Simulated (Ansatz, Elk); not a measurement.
## Bonding as seen by X-rays: K3Al

Structure refinements treat a crystal as free atoms side by side. For a made-up structure of K3Al (cell and positions from a PBE relaxation) the runs below show what the calculated density changes in F(hkl).

Main program and level: Elk 11.2.3 (patched build); DFT, PBE, all-electron APW+lo, Dirac cores, scalar-relativistic bands, static density, no spin.

This account leaves out most program logs.

The structure was built from a prototype and need not be the compound's stable phase.

### 1. Starting point

It takes space group Pm-3m (No. 221, cubic). Conventional cell: a = 5.760 Å, b = 5.760 Å, c = 5.760 Å, α = 90.00°, β = 90.00°, γ = 90.00°. K has 8 K at 4.07 Å and 4 Al at 4.07 Å nearest. Al has 12 K at 4.07 Å nearest. Farther neighbours are not listed.

### 2. Ground state and structure factors

An all-electron density is needed, since X-rays see the cores too. Task 0 finds the density and task 195 Fourier-transforms it; tshift is off so that phases refer to the origin typed.

elk.in

```
tasks
  0
  195

xctype
  20

spinpol
  .false.

rgkmax
  7.0

gmaxvr
  14.0

lmaxo
  7

lmaxapw
  8

swidth
  0.002

tshift
  .false.

ramdisk
  .false.

hmaxvr
  5.5

maxscl
  120

epspot
  1e-06

sppath
  './'

avec
  10.88501868160 0.00000000000 -0.00000000000
  -0.00000000000 10.88501868160 0.00000000000
  -0.00000000000 0.00000000000 10.88501868160

atoms
  2
  'K.in'
  3
  0.5000000000 0.5000000000 0.0000000000   0.000000 0.000000 0.000000
  -0.0000000000 0.5000000000 0.5000000000   0.000000 0.000000 0.000000
  0.5000000000 -0.0000000000 0.5000000000   0.000000 0.000000 0.000000
  'Al.in'
  1
  -0.0000000000 -0.0000000000 0.0000000000   0.000000 0.000000 0.000000

ngridk
  4 4 4
```

Started as:

```bash
OMP_NUM_THREADS=4 elk
```

Run time: 12 s. Hardware: 4 threads of AMD EPYC 9B45 (Zen 5), shared host; peak memory 0.22 GiB.

SFACRHO.OUT:

```text

h k l indices transformed by vhmat matrix:
   1.000000000       0.000000000       0.000000000    
   0.000000000       1.000000000       0.000000000    
   0.000000000       0.000000000       1.000000000    

      h      k      l  multipl.   |H|            Re(F)            Im(F)           |F|

      0      0      0      1   0.0000000       70.000000      0.48980736E-15   70.000000    
      1      0      0      6  0.57723239      -5.3367469      0.34202875E-14   5.3367469    
      0     -1     -1     12  0.81632987      -5.3711968     -0.20033710E-15   5.3711968    
     -1     -1     -1      8  0.99979582       55.647400      0.95676558E-14   55.647400    
      0      2      0      6   1.1544648       53.120133     -0.70986233E-14   53.120133    
     -1     -2      0     24   1.2907309      -4.7395191     -0.31582684E-14   4.7395191    
      1     -1     -2     24   1.4139248      -4.4644873     -0.63992227E-14   4.4644873    
      0     -2      2     12   1.6326597       45.736641      0.26347953E-15   45.736641    
     -1      2     -2     24   1.7316972      -3.6868748     -0.30943485E-14   3.6868748    
     -3      0      0      6   1.7316972      -3.7142271     -0.86204629E-14   3.7142271    
      0     -1      3     24   1.8253691      -3.4800406      0.98047950E-14   3.4800406    
     -3      1      1     24   1.9144632       41.865610     -0.68790230E-14   41.865610    
     -2     -2      2      8   1.9995916       40.794717      0.61293689E-14   40.794717    
      3      0     -2     24   2.0812410      -2.9890913      0.77287655E-14   2.9890913    
     -1     -2      3     48   2.1598058      -2.8563085     -0.78190947E-15   2.8563085    
      0      0      4      6   2.3089295       37.274767     -0.10294790E-13   37.274767    
     -1      0      4     24   2.3799901      -2.5627816     -0.23342205E-14   2.5627816    
     -3     -2      2     24   2.3799901      -2.5619490     -0.68876529E-14   2.5619490
```

Elk indexes on the primitive cell of elk.in and gives |H| = 4π sin θ/λ in inverse bohr. Below, one row stands for each form hkl of the conventional cell (m members, Friedel mates merged), F is for one primitive cell and the density is static (no thermal factor). Free-atom factors are Waasmaier and Kirfel's, and R is Σm||F|−|F'||/Σm|F|.

| hkl | m | sin θ/λ (Å⁻¹) | abs F, DFT | neutral atoms | diff. |
| --- | --- | --- | --- | --- | --- |
| 100 | 6 | 0.087 | 5.337 | 5.559 | -0.223 |
| 110 | 12 | 0.123 | 5.371 | 5.391 | -0.020 |
| 111 | 8 | 0.150 | 55.647 | 55.754 | -0.106 |
| 200 | 6 | 0.174 | 53.120 | 53.187 | -0.067 |
| 210 | 24 | 0.194 | 4.739 | 4.652 | +0.088 |
| 211 | 24 | 0.213 | 4.465 | 4.378 | +0.086 |
| 220 | 12 | 0.245 | 45.737 | 45.700 | +0.037 |
| 221 | 24 | 0.260 | 3.687 | 3.649 | +0.038 |
| 300 | 6 | 0.260 | 3.714 | 3.649 | +0.066 |
| 310 | 24 | 0.275 | 3.480 | 3.445 | +0.035 |
| 311 | 24 | 0.288 | 41.866 | 41.826 | +0.040 |
| 222 | 8 | 0.301 | 40.795 | 40.751 | +0.044 |
| 320 | 24 | 0.313 | 2.989 | 2.954 | +0.035 |
| 321 | 48 | 0.325 | 2.856 | 2.826 | +0.030 |
| 400 | 6 | 0.347 | 37.275 | 37.233 | +0.042 |
| 410 | 24 | 0.358 | 2.563 | 2.531 | +0.032 |
| 322 | 24 | 0.358 | 2.562 | 2.531 | +0.031 |
| 411 | 24 | 0.368 | 2.489 | 2.458 | +0.030 |

### 3. The highest occupied states alone

An energy window below the Fermi level keeps the highest occupied states, to see at which angles they scatter; shallow core shells can lie inside it and anion s states outside. No new self-consistency is needed.

Changes to elk.in since step 2:

```diff
@@ -1,3 +1,2 @@
 tasks
-  0
   195
@@ -40,2 +39,5 @@
 
+wsfac
+  -0.488340 0.362900
+
 sppath
```

Started as:

```bash
OMP_NUM_THREADS=4 elk
```

The job ended after 6.3 s (4 threads; peak memory 0.19 GiB; 6.8 s of CPU time).

States within 15 eV below the Fermi level hold 6.00 electrons; any levels below the window count with the cores. Their amplitudes can exceed the total, where window and core parts have opposite phase:

| hkl | sin θ/λ (Å⁻¹) | abs F, window | abs F, all |
| --- | --- | --- | --- |
| 100 | 0.087 | 1.841 | 5.337 |
| 110 | 0.123 | 1.079 | 5.371 |
| 111 | 0.150 | 0.481 | 55.647 |
| 200 | 0.174 | 0.271 | 53.120 |
| 210 | 0.194 | 0.130 | 4.739 |
| 211 | 0.213 | 0.029 | 4.465 |
| 220 | 0.245 | 0.054 | 45.737 |
| 221 | 0.260 | 0.093 | 3.687 |
| 300 | 0.260 | 0.098 | 3.714 |
| 310 | 0.275 | 0.108 | 3.480 |

### 4. Another functional

The difference from free atoms is small, so it is set against the change that LDA (Perdew-Wang) makes.

Changes to elk.in since step 3:

```diff
@@ -1,2 +1,3 @@
 tasks
+  0
   195
@@ -4,3 +5,3 @@
 xctype
-  20
+  3
 
@@ -39,5 +40,2 @@
 
-wsfac
-  -0.488340 0.362900
-
 sppath
```

Started as:

```bash
OMP_NUM_THREADS=4 elk
```

Run time: 8.1 s. Hardware: 4 threads; peak memory 0.21 GiB; 16 s of CPU time.

Against the first run R = 0.13 %; the largest change is -0.040 at 220.

### 5. A coarser k-mesh

About half the k-points along each axis test the sampling.

Changes to elk.in since step 4:

```diff
@@ -5,3 +5,3 @@
 xctype
-  3
+  20
 
@@ -60,2 +60,2 @@
 ngridk
-  4 4 4
+  2 2 2
```

Started as:

```bash
OMP_NUM_THREADS=4 elk
```

Elapsed: 10 s, on 4 threads; peak memory 0.22 GiB; 16 s of CPU time.

Against the first run R = 0.02 %; the largest change is +0.136 at 100.

### 6. Basis size

The basis and the expansions that go with it are enlarged, to see whether the differences are converged.

Changes to elk.in since step 5:

```diff
@@ -11,12 +11,12 @@
 rgkmax
-  7.0
+  8.5
 
 gmaxvr
-  14.0
+  18.0
 
 lmaxo
-  7
+  9
 
 lmaxapw
-  8
+  10
 
@@ -60,2 +60,2 @@
 ngridk
-  2 2 2
+  4 4 4
```

Started as:

```bash
OMP_NUM_THREADS=4 elk
```

It took 31 s on 4 threads; peak memory 0.57 GiB.

Against the first run R = 0.01 %; the largest change is -0.004 at 333.

### 7. Settings against the effect

| run | R against the first run (%) | R against neutral atoms, low angle (%) | wall time |
| --- | --- | --- | --- |
| PBE, rgkmax 7 | 0.00 | 0.37 | 12 s |
| LDA (Perdew-Wang) | 0.13 | 0.28 | 8.1 s |
| k-mesh 2×2×2 | 0.02 | 0.40 | 10 s |
| rgkmax 8.5 with larger expansions | 0.01 | 0.38 | 31 s |

### 8. Results

* R against neutral atoms, sin θ/λ < 0.3 Å⁻¹: 0.37 %
* R against neutral atoms, 0.3 to 0.82 Å⁻¹: 0.23 %

In words: Independent neutral atoms miss the calculated amplitudes by R = 0.37 % below 0.3 Å⁻¹ and 0.23 % from there to 0.82 Å⁻¹; by shells, 1.64 % below 0.15 Å⁻¹ (2 forms), 0.33 % 0.15 to 0.3 (9 forms), 0.35 % 0.3 to 0.45 (17 forms), 0.21 % above 0.45 (99 forms). Bonding, aspherical density and the tables' own atoms all enter these figures, and the runs don't part them. The largest change of an amplitude is -0.22 electrons, at 100. The window's part falls from 6.0 electrons at the origin to at most 0.06 between 0.45 and 0.82 Å⁻¹. Below 0.3 Å⁻¹ the changes that finished (LDA (Perdew-Wang), k-mesh 2×2×2 and rgkmax 8.5 with larger expansions) move F by R = 0.12 % at most, against the 0.37 % that separates it from free atoms. A single amplitude moves by up to 0.14 electrons, against 0.22 for the largest difference from free atoms. Part of the difference isn't bonding: the tables are fits to free atoms and ions calculated by other methods than this functional. Thermal motion, anomalous dispersion and extinction are left out.

[Logs are printed without paths, hosts, clocks, repeated set-up lines and the standing remarks that a program may print on its own settings, such as how far it seeks lower states.]

[Hosts, paths, dates, database ids (printed as entryN), source tags and the programs' standing remarks are cut or masked in the printed files.]
